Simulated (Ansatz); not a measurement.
# Cs on W(100): change of the work function, part 3 of 3

How does Cs on the hollow site change the work function of W(100) as the layer fills?

Ansatz 0.2.0; plane-wave DFT, PBE, Ansatz PAW.

So far, work function, upper face (eV): step 2 (the clean slab) 4.14; step 3 (46 atoms, coverage 0.111 ML, cell 3x3) 2.53.

## Step 4: The covered slab, k-mesh 6×6×1, coverage 0.25 ML

System of this step: CsW20 (Cs/W(100)). The cell holds 21 atoms: 20 W and 1 Cs. Cell: a = 6.320 Å, b = 6.320 Å, c = 27.769 Å, α = 90.0°, β = 90.0°, γ = 90.0°. Vacuum lies along c.

Another coverage, to see how the dipoles act on each other as their distance changes.

Contents of input.yaml:

```yaml
crystal:
  lattice:
    - [6.32, 0.0, 0.0]
    - [0.0, 6.32, 0.0]
    - [0.0, 0.0, 27.7689837163]
  atoms:
    - { symbol: W, position: [0.0, 0.0, 0.3241026064] }
    - { symbol: W, position: [0.25, 0.25, 0.3810006195] }
    - { symbol: W, position: [0.0, 0.0, 0.4378686916] }
    - { symbol: W, position: [0.25, 0.25, 0.4970936664] }
    - { symbol: W, position: [0.0, 0.0, 0.5486051083] }
    - { symbol: W, position: [0.0, 0.5, 0.3241026064] }
    - { symbol: W, position: [0.25, 0.75, 0.3810006195] }
    - { symbol: W, position: [0.0, 0.5, 0.4378686916] }
    - { symbol: W, position: [0.25, 0.75, 0.4970936664] }
    - { symbol: W, position: [0.0, 0.5, 0.5486051083] }
    - { symbol: W, position: [0.5, 0.0, 0.3241026064] }
    - { symbol: W, position: [0.75, 0.25, 0.3810006195] }
    - { symbol: W, position: [0.5, 0.0, 0.4378686916] }
    - { symbol: W, position: [0.75, 0.25, 0.4970936664] }
    - { symbol: W, position: [0.5, 0.0, 0.5486051083] }
    - { symbol: W, position: [0.5, 0.5, 0.3241026064] }
    - { symbol: W, position: [0.75, 0.75, 0.3810006195] }
    - { symbol: W, position: [0.5, 0.5, 0.4378686916] }
    - { symbol: W, position: [0.75, 0.75, 0.4970936664] }
    - { symbol: W, position: [0.5, 0.5, 0.5486051083] }
    - { symbol: Cs, position: [0.25, 0.25, 0.6758973936] }
kpoints:
  mp_grid: { grid: [6, 6, 1] }
hamiltonian:
  xc: pbe
scf:
  occupations: { method: fermi_dirac, width: 0.1 }
  convergence: { dr2_threshold: 1.0e-08 }
efield:
  axis: 3
  dipole_correction: true
  ramp_position: 0.97
  ramp_width: 0.06
relax:
  f_tol: 0.02
  max_steps: 60
  constraints: [{ sites: [0, 1, 5, 6, 10, 11, 15, 16] }]
output:
  dos: { projected: true, e_range: [-8, 4] }
  write_potential: true
  write_density: true
  volumetric_format: npy
  elf: true
```

On the command line:

```sh
ansatz run input.yaml --threads 4 --pin off --max-ram 16384MiB --backend cpu --events-out ev --progress --plain --runs-dir out
```

Numbers of over 12 decimals in the logs are rounded to 6 here.

Output:

```text
[...]
Crystal: 21 atoms, lattice volume = 1109.160 Å³
Basis set: ecut = 420 eV, 21641 PW (Γ), exchange–correlation on 90×90×384 points (8 copies of the dense FFT grid, shifted against one another)
Bands: 174, of which v1, the nominal top of the filled ones, is band 145 counted from 1 (144 counted from 0)
Symmetry: 8 space group operations
[...]
k-points: 10 of 36
[...]
SCF iter   1: F=—  HF=-213348.004274 eV  |F-HF|=—  |Δ(HF+E_count)|=         —  Δρ=6.68e-3  dr2=7.29e0  ethr=1.77e-3  p=0.762 e·Å  D=1.24e-1 V/Å  ΔV_dip=-3.45 eV  dr2_dipole=4.29e0  V_vac-E_F(+/−)=1.01/4.46 eV  ⟨swp⟩=11.2  Hψ=9178  notcnv=0
[...]
SCF iter  11: F=-213347.816157 eV  HF=-213347.816157 eV  |F-HF|=7.65e-9  |Δ(HF+E_count)|=   6.64e-9  Δρ=4.42e-7  dr2=8.76e-9  ethr=3.46e-12  p=0.623 e·Å  D=1.02e-1 V/Å  ΔV_dip=-2.82 eV  dr2_dipole=1.42e-9  V_vac-E_F(+/−)=1.42/4.24 eV  ⟨swp⟩=12.4  Hψ=13135  notcnv=0
SCF 1 converged in 11 iterations: F = -213347.816157 eV  dr2 = 8.76e-9
[...]
relax step   1: F+E_penalty+E_count = -213347.81615691 eV  Δ(F+E_penalty+E_count) = +0.000e0 eV  max|allowed force component| = 3.284e-1 eV/Å  Δτ_max = 0.0000 Å  (11 SCF iters, accepted)
[...]
SCF iter   9: F=-213347.843104 eV  HF=-213347.843104 eV  |F-HF|=4.63e-9  |Δ(HF+E_count)|=   4.83e-9  Δρ=3.71e-7  dr2=5.41e-9  ethr=3.46e-12  p=0.626 e·Å  D=1.02e-1 V/Å  ΔV_dip=-2.84 eV  dr2_dipole=1.06e-9  V_vac-E_F(+/−)=1.40/4.24 eV  ⟨swp⟩=12.1  Hψ=12911  notcnv=0
SCF 2 converged in 9 iterations: F = -213347.843104 eV  dr2 = 5.41e-9
relax step   2: F+E_penalty+E_count = -213347.84310351 eV  Δ(F+E_penalty+E_count) = -2.695e-2 eV  max|allowed force component| = 3.003e-1 eV/Å  Δτ_max = 0.0593 Å  (9 SCF iters, accepted)
SCF iter   1: F=—  HF=-213347.929246 eV  |F-HF|=—  |Δ(HF+E_count)|=         —  Δρ=2.94e-3  dr2=3.11e-1  ethr=3.02e-3  p=0.626 e·Å  D=1.02e-1 V/Å  ΔV_dip=-2.84 eV  dr2_dipole=5.52e-2  V_vac-E_F(+/−)=1.42/4.26 eV  ⟨swp⟩=3.9  Hψ=3389  notcnv=0
[...]
SCF iter   9: F=-213347.911076 eV  HF=-213347.911076 eV  |F-HF|=4.95e-9  |Δ(HF+E_count)|=   8.70e-9  Δρ=4.46e-7  dr2=6.93e-9  ethr=3.46e-12  p=0.617 e·Å  D=1.01e-1 V/Å  ΔV_dip=-2.80 eV  dr2_dipole=1.87e-9  V_vac-E_F(+/−)=1.44/4.24 eV  ⟨swp⟩=10.1  Hψ=14738  notcnv=0
SCF 3 converged in 9 iterations: F = -213347.911076 eV  dr2 = 6.93e-9
relax step   3: F+E_penalty+E_count = -213347.91107552 eV  Δ(F+E_penalty+E_count) = -6.797e-2 eV  max|allowed force component| = 4.698e-1 eV/Å  Δτ_max = 0.1951 Å  (9 SCF iters, accepted)
[...]
relax step   4: F+E_penalty+E_count = -213347.99326634 eV  Δ(F+E_penalty+E_count) = -8.219e-2 eV  max|allowed force component| = 4.115e-1 eV/Å  Δτ_max = 0.1952 Å  (10 SCF iters, accepted)
[...]
relax step   5: F+E_penalty+E_count = -213347.86568356 eV  Δ(F+E_penalty+E_count) = +1.276e-1 eV  max|allowed force component| = 4.999e-1 eV/Å  Δτ_max = 0.1996 Å  (10 SCF iters, rejected (line search))
[...]
relax step   6: F+E_penalty+E_count = -213348.01892223 eV  Δ(F+E_penalty+E_count) = -2.566e-2 eV  max|allowed force component| = 1.151e-1 eV/Å  Δτ_max = 0.0340 Å  (10 SCF iters, accepted)
[...]
relax step   7: F+E_penalty+E_count = -213348.02225856 eV  Δ(F+E_penalty+E_count) = -3.336e-3 eV  max|allowed force component| = 1.555e-1 eV/Å  Δτ_max = 0.0296 Å  (9 SCF iters, accepted)
[...]
relax step   8: F+E_penalty+E_count = -213348.02392167 eV  Δ(F+E_penalty+E_count) = -1.663e-3 eV  max|allowed force component| = 4.826e-2 eV/Å  Δτ_max = 0.0228 Å  (8 SCF iters, accepted)
SCF iter   1: F=—  HF=-213348.025180 eV  |F-HF|=—  |Δ(HF+E_count)|=         —  Δρ=4.84e-4  dr2=6.08e-3  ethr=6.04e-5  p=0.590 e·Å  D=9.63e-2 V/Å  ΔV_dip=-2.67 eV  dr2_dipole=6.77e-4  V_vac-E_F(+/−)=1.55/4.23 eV  ⟨swp⟩=2.0  Hψ=2784  notcnv=0
[...]
SCF iter   8: F=-213348.025053 eV  HF=-213348.025053 eV  |F-HF|=1.75e-10  |Δ(HF+E_count)|=   2.79e-9  Δρ=2.48e-7  dr2=1.80e-9  ethr=3.46e-12  p=0.592 e·Å  D=9.65e-2 V/Å  ΔV_dip=-2.68 eV  dr2_dipole=6.26e-11  V_vac-E_F(+/−)=1.55/4.23 eV  ⟨swp⟩=11.3  Hψ=12573  notcnv=0
SCF 9 converged in 8 iterations: F = -213348.025053 eV  dr2 = 1.80e-9
relax step   9: F+E_penalty+E_count = -213348.02505302 eV  Δ(F+E_penalty+E_count) = -1.131e-3 eV  max|allowed force component| = 1.583e-2 eV/Å  Δτ_max = 0.0129 Å  (8 SCF iters, accepted)
[...]
SCF converged after 8 iterations
Free energy (F): -213348.025053 eV
[...]
Internal energy: -213347.329200 eV  (E = F + TS)
E sigma→0 (E₀):  -213347.677126 eV
Entropy (-TS):   -0.695853 eV (-33.136 meV/atom)
Fermi energy:    4.848500 eV
Dipole field:    D = 0.096524 V/Å  (p = 0.591656 e·Å, saw-weighted, corrected)
Work function:   Φ+ = 1.5482 eV   Φ− = 4.2286 eV
[...]
--- Forces (eV/Å), atoms counted from 1 ---
  atom   1  W     -0.04555937    -0.04555937     1.29108185
  atom   2  W     -0.00000000     0.00000000    -1.12090010
  atom   3  W      0.00614234     0.00614234     0.00134478
  atom   4  W     -0.00000000     0.00000000     0.01582855
  atom   5  W      0.00017793     0.00017793     0.00021664
  atom   6  W     -0.04555937     0.04555937     1.29108185
  atom   7  W      0.00000000     0.00000000    -1.30977566
  atom   8  W      0.00614234    -0.00614234     0.00134478
  atom   9  W      0.00000000     0.00000000    -0.00843280
  atom  10  W      0.00017793    -0.00017793     0.00021664
  atom  11  W      0.04555937    -0.04555937     1.29108185
  atom  12  W      0.00000000     0.00000000    -1.30977566
  atom  13  W     -0.00614234     0.00614234     0.00134478
  atom  14  W     -0.00000000     0.00000000    -0.00843280
  atom  15  W     -0.00017793     0.00017793     0.00021664
  atom  16  W      0.04555937     0.04555937     1.29108185
  atom  17  W      0.00000000     0.00000000    -1.43130102
  atom  18  W     -0.00614234    -0.00614234     0.00134478
  atom  19  W     -0.00000000     0.00000000     0.01230661
  atom  20  W     -0.00017793    -0.00017793     0.00021664
  atom  21  Cs    -0.00000000     0.00000000    -0.01015401
  max |Σ_I F_I| component: 6.38e-5 eV/Å
--- Band table (eV; the first three rows and the last of 10) ---
  k-point 0: bands = [... 141 lower, 4.8345, 4.8766, 4.8766, 4.9312, 5.0121, 5.0121, 5.1284, 5.6387, ... 25 higher]
  k-point 1: bands = [... 141 lower, 4.6600, 4.7933, 4.8671, 4.9924, 5.0037, 5.2769, 5.3571, 5.5590, ... 25 higher]
  k-point 2: bands = [... 141 lower, 4.7306, 4.7460, 4.8523, 5.1074, 5.1302, 5.1433, 5.1901, 5.3184, ... 25 higher]
  k-point 9: bands = [... 141 lower, 4.4965, 4.6203, 4.6299, 4.6337, 4.6337, 4.6362, 4.7245, 4.7604, ... 25 higher]
--- Relaxed structure (9 steps of the walk, 8 accepted, 0 SCFs on fresh bases) ---
  F+E_penalty+E_count = -213348.02505302 eV   max|allowed force component| = 1.583e-2 eV/Å
  atoms:
    - { symbol: W, position: [0.0, 0.0, 0.324103] }
    - { symbol: W, position: [0.250000, 0.250000, 0.381001] }
    - { symbol: W, position: [0.00305495, 0.00305495, 0.438279] }
    - { symbol: W, position: [0.250000, 0.250000, 0.500776] }
    - { symbol: W, position: [-0.022741, -0.022741, 0.549830] }
    - { symbol: W, position: [0.0, 0.500000, 0.324103] }
    - { symbol: W, position: [0.250000, 0.750000, 0.381001] }
    - { symbol: W, position: [0.00305495, 0.496945, 0.438279] }
    - { symbol: W, position: [0.250000, 0.750000, 0.496514] }
    - { symbol: W, position: [-0.022741, 0.522741, 0.549830] }
    - { symbol: W, position: [0.500000, 0.0, 0.324103] }
    - { symbol: W, position: [0.750000, 0.250000, 0.381001] }
    - { symbol: W, position: [0.496945, 0.00305495, 0.438279] }
    - { symbol: W, position: [0.750000, 0.250000, 0.496514] }
    - { symbol: W, position: [0.522741, -0.022741, 0.549830] }
    - { symbol: W, position: [0.500000, 0.500000, 0.324103] }
    - { symbol: W, position: [0.750000, 0.750000, 0.381001] }
    - { symbol: W, position: [0.496945, 0.496945, 0.438279] }
    - { symbol: W, position: [0.750000, 0.750000, 0.492777] }
    - { symbol: W, position: [0.522741, 0.522741, 0.549830] }
    - { symbol: Cs, position: [0.250000, 0.250000, 0.660784] }
```

Elapsed: 11 min, on 4 threads of Arm Neoverse V1, shared host; peak memory 4.6 GiB; 44 min of CPU time.

The steps of the relaxation:

```
step  energy less that of the first step (eV)  largest force component (eV/Å)
   1                                   0.0000                          0.3284
   2                                  -0.0269                          0.3003
   3                                  -0.0949                          0.4698
   4                                  -0.1771                          0.4115
   5                                  -0.0495                          0.4999
   6                                  -0.2028                          0.1151
   7                                  -0.2061                          0.1555
   8                                  -0.2078                          0.0483
   9                                  -0.2089                          0.0158
```

Relaxation step 5 was tried and not accepted.

The run keeps the 8 symmetry operations that it works with, so distortions that break them were not tested.

The atoms that moved most (Å):

| atom | dx | dy | dz | length |
| --- | --- | --- | --- | --- |
| Cs21 | 0.000 | 0.000 | -0.420 | 0.420 |
| W20 | 0.144 | 0.144 | 0.034 | 0.206 |
| W10 | -0.144 | 0.144 | 0.034 | 0.206 |
| W15 | 0.144 | -0.144 | 0.034 | 0.206 |
| W5 | -0.144 | -0.144 | 0.034 | 0.206 |
| W19 | 0.000 | 0.000 | -0.120 | 0.120 |
| W4 | 0.000 | 0.000 | 0.102 | 0.102 |
| W3 | 0.019 | 0.019 | 0.011 | 0.030 |

The relaxed structure:

```
W Cs
1.0
     6.32000    0.00000    0.00000
     0.00000    6.32000    0.00000
     0.00000    0.00000   27.76898
W Cs
20 1
Direct
  0.00000 0.00000 0.32410
  0.25000 0.25000 0.38100
  0.00305 0.00305 0.43828
  0.25000 0.25000 0.50078
  0.97726 0.97726 0.54983
  0.00000 0.50000 0.32410
  0.25000 0.75000 0.38100
  0.00305 0.49695 0.43828
  0.25000 0.75000 0.49651
  0.97726 0.52274 0.54983
  0.50000 0.00000 0.32410
  0.75000 0.25000 0.38100
  0.49695 0.00305 0.43828
  0.75000 0.25000 0.49651
  0.52274 0.97726 0.54983
  0.50000 0.50000 0.32410
  0.75000 0.75000 0.38100
  0.49695 0.49695 0.43828
  0.75000 0.75000 0.49278
  0.52274 0.52274 0.54983
  0.25000 0.25000 0.66078
```

This step gave:

```
energy at zero smearing        : -213347.6771 eV
work function, upper face      : 1.548 eV
work function, lower face      : 4.229 eV
dipole along the normal        : 0.5917 e·Å
step between the vacuum levels : -2.680 eV
```

Running mean over 1.58 Å of the planar mean; the ramp of the sawtooth is left out. The electron's electrostatic potential energy less the Fermi level by z:

| z (Å) | electron's electrostatic potential energy less the Fermi level (eV) |
| --- | --- |
| 3.5 | 4.23 |
| 4.0 | 4.23 |
| 4.5 | 4.23 |
| 5.0 | 4.22 |
| 5.5 | 4.20 |
| 6.0 | 4.14 |
| 6.5 | 3.95 |
| 7.0 | 3.39 |
| 7.5 | 1.68 |
| 8.0 | -2.58 |
| 8.5 | -7.97 |
| 9.0 | -11.3 |
| 9.5 | -12.1 |
| 10.0 | -12.3 |
| 10.5 | -12.4 |
| 11.0 | -12.5 |
| 11.5 | -12.5 |
| 12.0 | -12.5 |
| 12.5 | -12.4 |
| 13.0 | -12.2 |
| 13.5 | -12.4 |
| 14.0 | -13.0 |
| 14.5 | -13.4 |
| 15.0 | -12.7 |
| 15.5 | -10.3 |
| 16.0 | -5.54 |
| 16.5 | -0.557 |
| 17.0 | 1.47 |
| 17.5 | 1.01 |
| 18.0 | -0.0833 |
| 18.5 | -0.657 |
| 19.0 | -0.278 |
| 19.5 | 0.472 |
| 20.0 | 1.14 |
| 20.5 | 1.40 |
| 21.0 | 1.49 |
| 21.5 | 1.52 |
| 22.0 | 1.53 |
| 22.5 | 1.54 |
| 23.0 | 1.54 |
| 23.5 | 1.55 |
| 24.0 | 1.55 |
| 24.5 | 1.55 |

The density of states has structure finer than the step of the table below, so its rows give means over 0.25 eV, whole bins alone (the curve runs from -8 to 1.98 eV). Peaks (eV: height): -3.970: 55.6, -3.910: 39.2, -3.010: 43.8, -2.920: 41.0, -2.410: 45.3, 1.290: 47.2, 1.860: 41.5.

The density of states by energy, zero at the Fermi level; means over each step:

| energy (eV) | density of states (states/eV a cell) |
| --- | --- |
| -7.75 | 1.36 |
| -7.50 | 1.27 |
| -7.25 | 1.38 |
| -7.00 | 1.89 |
| -6.75 | 4.26 |
| -6.50 | 2.38 |
| -6.25 | 4.51 |
| -6.00 | 6.80 |
| -5.75 | 5.98 |
| -5.50 | 9.67 |
| -5.25 | 13.4 |
| -5.00 | 14.6 |
| -4.75 | 14.9 |
| -4.50 | 12.7 |
| -4.25 | 20.9 |
| -4.00 | 31.7 |
| -3.75 | 16.2 |
| -3.50 | 12.5 |
| -3.25 | 12.8 |
| -3.00 | 33.6 |
| -2.75 | 25.9 |
| -2.50 | 27.6 |
| -2.25 | 25.3 |
| -2.00 | 20.4 |
| -1.75 | 26.9 |
| -1.50 | 22.1 |
| -1.25 | 17.9 |
| -1.00 | 19.1 |
| -0.75 | 15.4 |
| -0.50 | 27.2 |
| -0.25 | 24.0 |
| 0.00 | 20.1 |
| 0.25 | 17.4 |
| 0.50 | 17.5 |
| 0.75 | 19.1 |
| 1.00 | 23.3 |
| 1.25 | 31.4 |
| 1.50 | 26.4 |
| 1.75 | 30.4 |

Projected DOS per atom over height of the atomic layer and energy from the Fermi level. Layers: W4 W4 W4 W4 W4 Cs from below.

Ten even steps from '0' (0.00 states/eV) to '9' (2.14 states/eV), each cell a mean:
```
755551
845462
523255
612151
922261
831371
422261
534350
545460
756560
576740
243530
243420
565650
134330
135310
023210
012100
000000
000000
000000
000000
```
Columns: height of the atomic layer (Å) from 9 to 18.3 (not evenly spaced); rows upwards: energy from the Fermi level (eV) from -7.96 to 1.95.

Valence density in the ca plane at fractional y = 0.250, with atoms of W and Cs within 0.2 Å of it. It is the smooth field of the valence electrons, not physical close to the nuclei.

Ten steps, logarithmic in the rise over the least value, from '0' (0.0 e/Å³) to '9' (5.0 e/Å³), each cell a mean:
```
34444444444444443332211100000000000000000000
33456654444456654332211000000000000000000000
33579986444589985332111000000000000000000000
33589997434699996432111000000000000000000000
33589997434699996432111000000000000000000000
33579986444589985332111000000000000000000000
33456654444456654332211000000000000000000000
34444444444444443332211101100000000000000000
34443344444443333332211112221100000000000000
34444444444444444332211234554210000000000000
33467875444467875332212356665420000000000000
33589996433589997432112466566531000000000000
33699997433589997432112565256531000000000000
33589996433589997432112466566531000000000000
33467875444467875332212356665420000000000000
34444444444444444332211234554210000000000000
34443344444443333332211112221100000000000000
```
Columns run along c (16.0 Å, from fractional 0.32 to 0.89 of the cell), rows up along a (6.3 Å). Atoms in or near the plane, at fractional coordinates: W at (0.38, 0.25), W at (0.50, 0.25), W at (0.38, 0.75), W at (0.50, 0.75), Cs at (0.66, 0.25).

Electrostatic potential energy in the ca plane at fractional y = 0.250, with atoms of W and Cs within 0.2 Å of it. With pseudopotentials it is smooth inside the atoms' cores, unlike the true potential.

Ten even steps from '0' (-58 eV) to '9' (9 eV), each cell a mean:
```
99998899999998899999999999999999999999999999
99976678999876678999999999999999999999999999
99841136899741147999999999999999999999999999
99620005898610016899999999999999999999999999
99620015898610016899999999999999999999999999
99852137899741147999999999999999999999999999
99986678999876678999999999999999999999999999
99998899999998899999999999999999999999999999
99999999999999999999999999999999999999999999
99988789999988789999999987778999999999999999
99864357999864357999999875556899999999999999
99730015899740015899999755555789999999999999
99620004899720004899999755655789999999999999
99730016899740015899999755555789999999999999
99864357999874357999999875556899999999999999
99988789999988889999999987778999999999999999
99999999999999999999999999999999999999999999
```
Columns run along c (16.0 Å, from fractional 0.32 to 0.89 of the cell; values clipped at the 3rd and 97th percentile), rows up along a (6.3 Å). Atoms in or near the plane, at fractional coordinates: W at (0.38, 0.25), W at (0.50, 0.25), W at (0.38, 0.75), W at (0.50, 0.75), Cs at (0.66, 0.25).

ELF in the ca plane at fractional y = 0.250, with atoms of W and Cs within 0.2 Å of it. It is the smooth field of the valence electrons, not physical close to the nuclei.

Ten even steps from '0' (0.00) to '9' (0.88), each cell a mean:
```
45542235545542234443332100111000000000000000
55422323455433323443333210000000000000000000
54257763354367762344333321000000000000000000
42264274242373373244433332100000000000000000
42265374242374373244433332100000000000000000
54357763354357762344333321000000000000000000
55422223455433223443333210000000000000000000
45542235545542234443332100111000000000000000
45543345544543345544431024665310000000000000
55431124555432123554421269998741000000000000
55335543455335553345311599999963100000000000
43266573243256574234312896259974100000000000
42263174133164165124212893018984100000000000
43266573243257574234312896359974100000000000
55335543455335543355311599999963100000000000
55431124555432123554421269998741000000000000
45543345544553345544431024665310000000000000
```
Columns run along c (16.0 Å, from fractional 0.32 to 0.89 of the cell), rows up along a (6.3 Å). Atoms in or near the plane, at fractional coordinates: W at (0.38, 0.25), W at (0.50, 0.25), W at (0.38, 0.75), W at (0.50, 0.75), Cs at (0.66, 0.25).

The relaxation took 9 steps and lowered the energy by 0.21 eV; the largest force on the free atoms ends at 0.016 eV/Å.

By hand: a sheet of dipoles makes a step −p/(ε₀A) in the electron's potential. With e/ε₀ = 180.95 V·Å, p = 0.5917 e·Å and A = 39.94 Å², that is −180.95 × (0.5917) / 39.94 = -2.680 eV, and the two vacuum levels of the run differ by -2.680 eV.

The covered face has 1.55 eV, -2.59 eV against the clean one; the bare back face has moved by -0.02 eV, a measure of how thin the slab is.

## Step 5: Work function against coverage

This step: plane-wave DFT, PBE, Ansatz PAW; work function against coverage (Ansatz 0.2.0).

The runs are now put side by side.

This step gave:

- work function of the clean face: 4.140 eV
- largest change of the work function: -2.592 eV

The work function of the covered face by coverage:

| coverage (adsorbates/nm²) | work function of the covered face (eV) |
| --- | --- |
| 0.00 | 4.14 |
| 1.11 | 2.53 |
| 2.50 | 1.55 |

The dipole per adsorbate comes from the change of the cell's dipole. Coverage, by row:

```
coverage (1/nm²)  coverage (ML)  work function (eV)  change (eV)  dipole per adsorbate, positive end outwards (debye)  mean height of the added atoms over the highest substrate atom (Å)
           1.113         0.1111               2.535       -1.606                                                3.792                                                               3.009
           2.504           0.25               1.548       -2.592                                                2.724                                                               3.081
```

## Step 6: Summary of results

| Property | Result |
| --- | --- |
| work function of the clean face | 4.14 eV |
| work function at 0.11 ML | 2.53 eV |
| work function at 0.25 ML | 1.55 eV |
| dipole per adsorbate at 0.11 ML, positive end outwards | 3.79 D |

Cs lowers the work function of W(100) at the lowest coverage, by 1.61 eV: the adsorbate layer has its positive end outwards. The slab has 5 layers, at the tabulated experimental lattice constant, one starting site was run, and quantum-size effects of a slab this thin can reach one or two tenths of an eV.

[Logs are printed without paths, hosts, clocks, repeated set-up lines and the standing remarks that a program may print on its own settings, such as how far it seeks lower states.]

[Hosts, paths, dates, database ids (printed as entryN), source tags and the programs' standing remarks are cut or masked in the printed files.]

[Maps of the electrostatic potential energy from Ansatz leave out the sawtooth potential of an applied field or a dipole correction, so their vacuum need not be flat; planar profiles and work functions include it.]
